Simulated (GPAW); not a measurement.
# Te K-edge XANES of YTe (P-6m2), part 2 of 2

Aim: the near-edge shape at the Te K edge of YTe (P-6m2), and what the core hole does to it.

GPAW 26.7.0; X-ray absorption from dipole matrix elements to empty bands, plane-wave PAW LDA.

So far. Step 5 (Spectrum with XCH, Te atom 1): Main maxima below 27 eV (height): 7.0 eV (1.18) and 23.8 eV (1.14).  Step 6 (Spectrum with FCH, Te atom 1): Against the first run the r.m.s. difference is 1 %. The highest intensity below 24 eV goes from 7.0 eV (1.18) to 7.2 eV (1.18).

### Step 8. Spectrum with XCH, Te atom 1

A smaller cell brings the holes closer; here they are 4.1 Å apart.

Changed against the first core-hole run: supercell atoms from 6 to 2; the field's mesh follows (4×4×4 to 6×6×6).

Input file xas.py:

```python
import numpy as np
from ase import Atoms
from ase.parallel import parprint, paropen
from gpaw import GPAW, PW, FermiDirac, Mixer, MixerDif, setup_paths
from gpaw.test import gen
setup_paths.insert(0, '.')
gen('Te', name='fch1s', xcname='LDA', corehole=(1, 0, 1), write_xml=True)
from gpaw.mpi import world
world.barrier()

atoms = Atoms('TeY',
    cell=[[0, 0, 4.06166601],
     [4.10909385, 0, 0],
     [-2.05454693, 3.55857966, 0]],
    scaled_positions=[[0.5, 0.33333333, 0.66666667],
     [0, 0, 0]],
    pbc=True)
atoms.calc = calc = GPAW(legacy_gpaw=True, mode=PW(430, force_complex_dtype=True), xc='LDA', setups={0: 'fch1s'},
    kpts={'size': (6, 6, 6), 'gamma': True}, occupations=FermiDirac(0.1),
    charge=-1, mixer=Mixer(0.1, 5, 50), maxiter=150,
    convergence={'density': 0.0001, 'eigenstates': 1e-6}, txt='scf.txt')
energy = atoms.get_potential_energy() + calc.get_reference_energy()
ef = calc.get_fermi_level()
out = dict(energy=energy, fermi=ef, forces=atoms.get_forces().tolist())
parprint(f'all-electron energy {energy:.4f} eV, Fermi level {ef:.4f} eV')
ev = np.array([[calc.get_eigenvalues(k, s) for k in range(len(calc.get_ibz_k_points()))] for s in range(calc.get_number_of_spins())])
out['homo'], out['lumo'], out['counts'] = ev[ev < ef].max(), ev[ev > ef].min(), sorted(set((ev < ef).sum((0, 2)).tolist()))
out['filled'] = (ev[:, 0] < ef).sum(1).tolist()

from ase.units import Ha
from gpaw.xas import dipole_matrix_elements
nb = int(calc.get_number_of_electrons() / 2) + 44
top = nb
nscf = calc.fixed_density(kpts={'size': (6, 7, 7), 'gamma': True},
    convergence={'eigenstates': 1.0}, txt='nscf.txt')
nscf.diagonalize_full_hamiltonian(nbands=nb)
cell = atoms.cell.array
ops = [cell.T @ U.T @ np.linalg.inv(cell.T) for U in nscf.wfs.kd.symmetry.op_scc]
E = np.arange(-6, 34, 0.1)
fwhm = np.interp(E, [4, 25], [9.89, 9.89])
Y, X, zero, highest = 0, 0, 1e9, 1e9
for spin in range(nscf.get_number_of_spins()):
    wfs = nscf.wfs
    A = dipole_matrix_elements(wfs.setups[0])
    eps = np.zeros((wfs.kd.nibzkpts, nb))
    d = np.zeros((3, A.shape[1], wfs.kd.nibzkpts, nb), complex)
    for kpt in wfs.kpt_u:
        if kpt.s == spin and 0 in kpt.P_ani:
            eps[kpt.k] = kpt.eps_n * Ha
            d[:, :, kpt.k] = (kpt.weight * wfs.nspins / 2) ** 0.5 * np.inner(A, kpt.P_ani[0])
    world.sum(eps)
    world.sum(d)
    T = np.einsum('amkn,bmkn->abkn', d, d.conj()).real
    T = sum(np.einsum('ai,ijkn,bj->abkn', R, T, R) for R in ops) / len(ops)
    empty = eps > ef
    zero, highest = min(zero, eps[empty].min()), min(highest, eps[:, top - 1].min())
    lines = [(eps, T, empty)] if spin == 0 else lines + [(eps, T, empty)]
for eps, T, empty in lines:
    f = np.einsum('aakn->akn', T).reshape(3, -1)
    x = eps.ravel() - zero
    w = np.interp(x, E, fwhm) / 2.35482
    g = np.exp(-0.5 * ((E[:, None] - x) / w) ** 2) / (w * (2 * np.pi) ** 0.5)
    Y = Y + (f * empty.ravel()) @ g.T
    X = X + (f * ~empty.ravel()) @ g.T
out.update(E=E.round(2).tolist(), xas=Y.tolist(), xes=X.tolist(), zero=zero, valid=highest - zero, nk=len(eps), nb=nb)
for i in range(0, len(E), 10):
    parprint(f'{E[i]:7.2f}', *(f'{v:10.3e}' for v in Y[:, i]))
import json
with paropen('out.json', 'w') as f:
    json.dump(out, f)
```

Started as:

```bash
OMP_NUM_THREADS=1 mpirun -n 2 gpaw python xas.py
```

Wall time 3 min (2 MPI ranks of Arm Neoverse V2, shared host); peak memory 0.4 GiB.

These settings depart from the first run's and aren't meant as converged.

Against the first run the r.m.s. difference is 6 %. The highest intensity below 24 eV goes from 7.0 eV (1.18) to 6.0 eV (1.16).

```
E (eV)  first run  this run
  -2.0       0.32      0.41
  -0.5       0.50      0.60
   1.0       0.70      0.80
   2.5       0.89      0.98
   4.0       1.05      1.10
   5.5       1.15      1.16
   7.0       1.18      1.15
   8.5       1.15      1.09
  10.0       1.09      1.01
  11.5       1.02      0.94
  13.0       0.96      0.91
  14.5       0.93      0.91
  16.0       0.94      0.94
  17.5       0.97      1.00
  19.0       1.02      1.06
  20.5       1.08      1.11
  22.0       1.12      1.13
  23.5       1.14      1.11
  25.0       1.13      1.07
  26.5       1.10      1.00
  28.0       1.04      0.92
  29.5       0.98      0.84
  31.0       0.92      0.74
```

### Step 9. With and without the hole

Both curves are counted from their own zero, so only the shift of weight within the empty states shows.

```
E (eV)  no hole   XCH
  -2.0     0.28  0.32
  -1.0     0.38  0.44
   0.0     0.50  0.56
   1.0     0.63  0.70
   2.0     0.76  0.83
   3.0     0.89  0.95
   4.0     1.00  1.05
   5.0     1.10  1.12
   6.0     1.17  1.17
   7.0     1.20  1.18
   8.0     1.21  1.17
   9.0     1.20  1.13
  10.0     1.16  1.09
  11.0     1.12  1.04
  12.0     1.07  1.00
  13.0     1.01  0.96
  14.0     0.97  0.94
  15.0     0.94  0.93
  16.0     0.93  0.94
  17.0     0.93  0.96
  18.0     0.94  0.99
  19.0     0.96  1.02
  20.0     0.99  1.06
  21.0     1.03  1.09
  22.0     1.06  1.12
  23.0     1.09  1.14
  24.0     1.10  1.14
  25.0     1.11  1.13
  26.0     1.11  1.11
  27.0     1.09  1.08
  28.0     1.05  1.04
  29.0     1.01  1.00
  30.0     0.96  0.96
  31.0     0.90  0.92
  32.0     0.83  0.88
```

With each curve scaled to its own mean, the area from −2 to 6 eV with the hole is 6.4 against 6.0, and the centre of weight from −1 to 20 eV moves by -0.1 eV (first and strongest maxima below 20 eV: 7.8 eV (1.21) without the hole, 7.0 eV (1.18) with it), a small effect on these measures.

### Step 10. Results

| Item | Value |
| --- | --- |
| absorber and edge | Te K, atom 1 of the ground-state input (counted from 1) |
| surroundings | 6 Y at 3.12 Å (trigonal prismatic, site symmetry -6m2) |
| highest intensity below 24 eV | 7.0 eV above the zero, height 1.18 |

The Te K edge of atom 1, with 6 Y at 3.12 Å (trigonal prismatic, site symmetry -6m2), has its highest intensity of the first 24 eV at 7.0 eV above the zero, 1.2 times the mean level of the first 20 eV (Gaussian full width 9.89 eV). With each curve scaled to its own mean, the area from −2 to 6 eV with the hole is 6.4 against 6.0, and the centre of weight from −1 to 20 eV moves by -0.1 eV (first and strongest maxima below 20 eV: 7.8 eV (1.21) without the hole, 7.0 eV (1.18) with it), a small effect on these measures. Changing the core hole to FCH alters the shape by 1 % r.m.s., so the result is insensitive to this choice. A cell with holes 4.1 Å apart changes the curve by 6 % r.m.s. (2 % after the best shift). The script folds with a Gaussian, whereas the core hole's own line is a Lorentzian, so the onset is too steep and the first peak too high. The primitive cell holds an odd number of electrons, so a spin-paired run has to come out metallic; that is right for a metal, but some such compounds are magnetic or distorted insulators. The holes are only 5.8 Å apart, so the shape is probably not converged with cell size; no larger cell was run here. The structure is a computed Materials Project entry and may be a hypothetical form.

[Logs are printed without paths, hosts, clocks, repeated set-up lines and the standing remarks that a program may print on its own settings, such as how far it seeks lower states.]

[Hosts, paths, dates, database ids (printed as entryN), source tags and the programs' standing remarks are cut or masked in the printed files.]

[Lists of maxima count a maximum above −3 eV only where it reaches 4 % of the highest in the window and stands out from its surroundings by 2 % of it (1.5 % where it reaches 55 %); shoulders and weaker maxima are passed over, and of the rest the first, up to two pre-edge ones and the few strongest are named.]
